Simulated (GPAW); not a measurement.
# Screening of a field by Ti2NOS MXene monolayer, part 2 of 2

Wanted: the out-of-plane polarisability of Ti2NOS MXene monolayer.

GPAW 26.7.0; GPAW, PAW setups; layer in a repeated cell with vacuum, relaxation of atoms and in-plane cell (the session's first sound run).

So far. Step 5 (In a field): The dipole is now -0.0323 e Å, against -0.0037 in the run without a field.

## (8) Field on (continued)

Level of this step: GPAW, PAW setups; slab in vacuum (GPAW).

The electrostatic potential energy of an electron (without an applied field's), less the Fermi level, planar mean oscillates, so the rows of the table below give means over windows of 1 Å about each position, cut where the curve ends. Its maxima inside the range that stand out by 2 % of the span (Å: eV): 9.8: -4.73, 11.3: -7.03, 12.3: -6.80, 13.7: -11.9. Its minima: 9.0: -20.3, 10.6: -18.6, 11.8: -13.6, 13.0: -19.4, 13.9: -13.2.

The electrostatic potential energy of an electron (without an applied field's), less the Fermi level, planar mean by z; means over each step:

```tsv
z (Å)	electrostatic potential energy of an electron (without an applied field's), less the Fermi level, planar mean (eV)
0	5.84
1	5.95
2	5.95
3	5.94
4	5.94
5	5.94
6	5.94
7	5.80
8	2.57
9	-13.9
10	-9.23
11	-12.3
12	-9.82
13	-15.8
14	-8.94
15	4.24
16	5.34
17	5.37
18	5.37
19	5.37
20	5.37
21	5.37
22	5.37
```

The dipole is now 0.0256 e Å, against -0.0037 in the run without a field.

## (9) Field on

The input, run.py:

```python
import json
import numpy as np
from ase import Atoms
from gpaw import GPAW, PW
from gpaw.external import ConstantElectricField

slab = Atoms(
    ['S', 'Ti', 'N', 'Ti', 'O'],
    positions=[
        [0.00000, 1.76154, 9.00000],
        [1.52554, 0.88077, 10.59020],
        [0.00000, 0.00000, 11.80525],
        [0.00000, 1.76154, 13.05813],
        [1.52554, 0.88077, 13.98159]],
    cell=[[3.05109, -0.0, 0.0], [-1.52554, 2.64232, 0.0], [0.0, 0.0, 22.9816]],
    pbc=[True, True, False])

slab.calc = GPAW(mode=PW(500), xc='PBE', kpts={'size': (12, 12, 1), 'gamma': True},
                 occupations={'name': 'fermi-dirac', 'width': 0.05}, nbands='160%',
                 convergence={'density': 1e-05}, maxiter=200,
                 poissonsolver={'dipolelayer': 'xy'},
                 external=ConstantElectricField(0.2, [0, 0, 1]),
                 symmetry={'tolerance': 1e-3}, txt='slab.txt')
result = {}
energy = slab.get_potential_energy()
fermi = slab.calc.get_fermi_level()
v = slab.calc.get_electrostatic_potential().mean((0, 1)) - fermi
n = slab.calc.get_pseudo_density().mean((0, 1))
L = slab.cell[2, 2]
z = np.arange(len(v)) * L / len(v)
low, high = slab.positions[:, 2].min(), slab.positions[:, 2].max()
below, above = np.interp([low - 6.8, high + 6.8], z, v)
slopes = [np.interp(x, z, np.gradient(v, z)) for x in (low - 6.8, high + 6.8)]
eps = np.array([[slab.calc.get_eigenvalues(k, s) for k in range(len(slab.calc.get_ibz_k_points()))]
                for s in range(slab.calc.get_number_of_spins())]) - fermi
top, bottom = eps[eps < 0].max(), eps[eps > 0].min()
dipole = slab.get_dipole_moment()[2]
print(f'energy {energy:.4f} eV, Fermi level {fermi:.4f} eV, dipole {dipole:.5f} e A')
print(f'potential 6.8 A off the faces, from the Fermi level: lower {below:.4f} eV, upper {above:.4f} eV')
print(f'slope of the potential there: lower {slopes[0]:.5f}, upper {slopes[1]:.5f} eV/A')
print(f'nearest levels on the mesh: {top:.4f} and {bottom:.4f} eV')
print('magnetic moment', round(slab.get_magnetic_moment(), 3))
result.update(energy=energy, fermi=fermi, dipole=dipole, below=below, above=above, slopes=slopes, edges=[top, bottom],
              z=z.tolist(), v=v.tolist(), n=n.tolist(), positions=slab.positions.tolist(),
              forces=slab.get_forces(apply_constraint=False).tolist(), moments=slab.get_magnetic_moments().tolist())
json.dump(result, open('result.json', 'w'))
```

Launch:

```
> OMP_NUM_THREADS=1 OPENBLAS_NUM_THREADS=1 python run.py
```

Log:

```text
energy -39.3501 eV, Fermi level -0.9491 eV, dipole 0.05455 e A
potential 6.8 A off the faces, from the Fermi level: lower 6.2954 eV, upper 5.0720 eV
slope of the potential there: lower -0.00092, upper 0.00047 eV/A
nearest levels on the mesh: -0.0305 and 0.1100 eV
magnetic moment 0.0
```

Wall time 3.2 min (1 thread of Arm Neoverse V2, shared host); peak memory 0.55 GiB.

The dipole is now 0.0546 e Å, against -0.0037 in the run without a field.

## (10) Field on

Edit run.py of step 9 so:

```diff
@@ -21,3 +21,3 @@
                  poissonsolver={'dipolelayer': 'xy'},
-                 external=ConstantElectricField(0.2, [0, 0, 1]),
+                 external=ConstantElectricField(0.3, [0, 0, 1]),
                  symmetry={'tolerance': 1e-3}, txt='slab.txt')
```

Log:

```text
energy -39.3571 eV, Fermi level -0.9673 eV, dipole 0.08356 e A
potential 6.8 A off the faces, from the Fermi level: lower 6.6467 eV, upper 4.7724 eV
slope of the potential there: lower -0.00092, upper 0.00047 eV/A
nearest levels on the mesh: -0.0307 and 0.1109 eV
magnetic moment 0.0
```

Run time: 3.4 min. Hardware: 1 thread; peak memory 0.55 GiB.

The dipole is now 0.0836 e Å, against -0.0037 in the run without a field.

## (11) The series

The members are put on one axis.

This step: induced dipole against applied field (GPAW 26.7.0).

Dipole along the normal against field:

```tsv
field (V/Å)	dipole along the normal (e·Å)
-0.200	-0.0613
-0.100	-0.0323
-0.050	-0.0179
0.000	-0.00374
0.050	0.0111
0.100	0.0256
0.200	0.0546
0.300	0.0836
```

## (12) A changed run

One more run, with changed settings.

This step: GPAW, PAW setups; slab in vacuum (GPAW 26.7.0).

Edit run.py of step 10 so:

```diff
@@ -4,3 +4,2 @@
 from gpaw import GPAW, PW
-from gpaw.external import ConstantElectricField
 
@@ -19,5 +18,4 @@
                  occupations={'name': 'fermi-dirac', 'width': 0.05}, nbands='160%',
-                 convergence={'density': 1e-05}, maxiter=200,
+                 convergence={'density': 1e-05}, maxiter=6,
                  poissonsolver={'dipolelayer': 'xy'},
-                 external=ConstantElectricField(0.3, [0, 0, 1]),
                  symmetry={'tolerance': 1e-3}, txt='slab.txt')
```

Log:

```text
gpaw.KohnShamConvergenceError
```

The job ended after 25 s (1 thread; peak memory 0.25 GiB).

No converged result was reached; the numbers in the log don't describe the system.

The fault put into the input: too few SCF iterations (maxiter = 6).

## (13) Results

```
work function, upper and lower face            : 5.673 and 5.596 eV
dipole along the normal                        : -0.00374 e Å
induced dipole per field                       : 0.290 e Å per V/Å
out-of-plane polarisability per area, α/(ε0 A) : 6.50 Å
```

In words: The field induces 0.290 e Å per V/Å, a polarisable thickness α/(ε0 A) of 6.50 Å beside 4.98 Å between the outermost nuclei. A perfect conductor would give the distance between its two image planes; a dielectric of thickness t gives t(1 - 1/ε). The two faces differ by 0.077 eV, the step that the slab's dipole makes (e p/(ε0 A) gives 0.084 eV), so the dipole layer is needed. The induced dipole is linear in the field over this range. The cell holds an odd number of electrons, so without spin polarisation it must come out metallic and without a moment, whatever its true state. The layer's cell and atoms come from the relaxation; spin-orbit coupling and temperature are left out.

[Logs are printed without paths, hosts, clocks, repeated set-up lines and the standing remarks that a program may print on its own settings, such as how far it seeks lower states.]

[Hosts, paths, dates, database ids (printed as entryN), source tags and the programs' standing remarks are cut or masked in the printed files.]
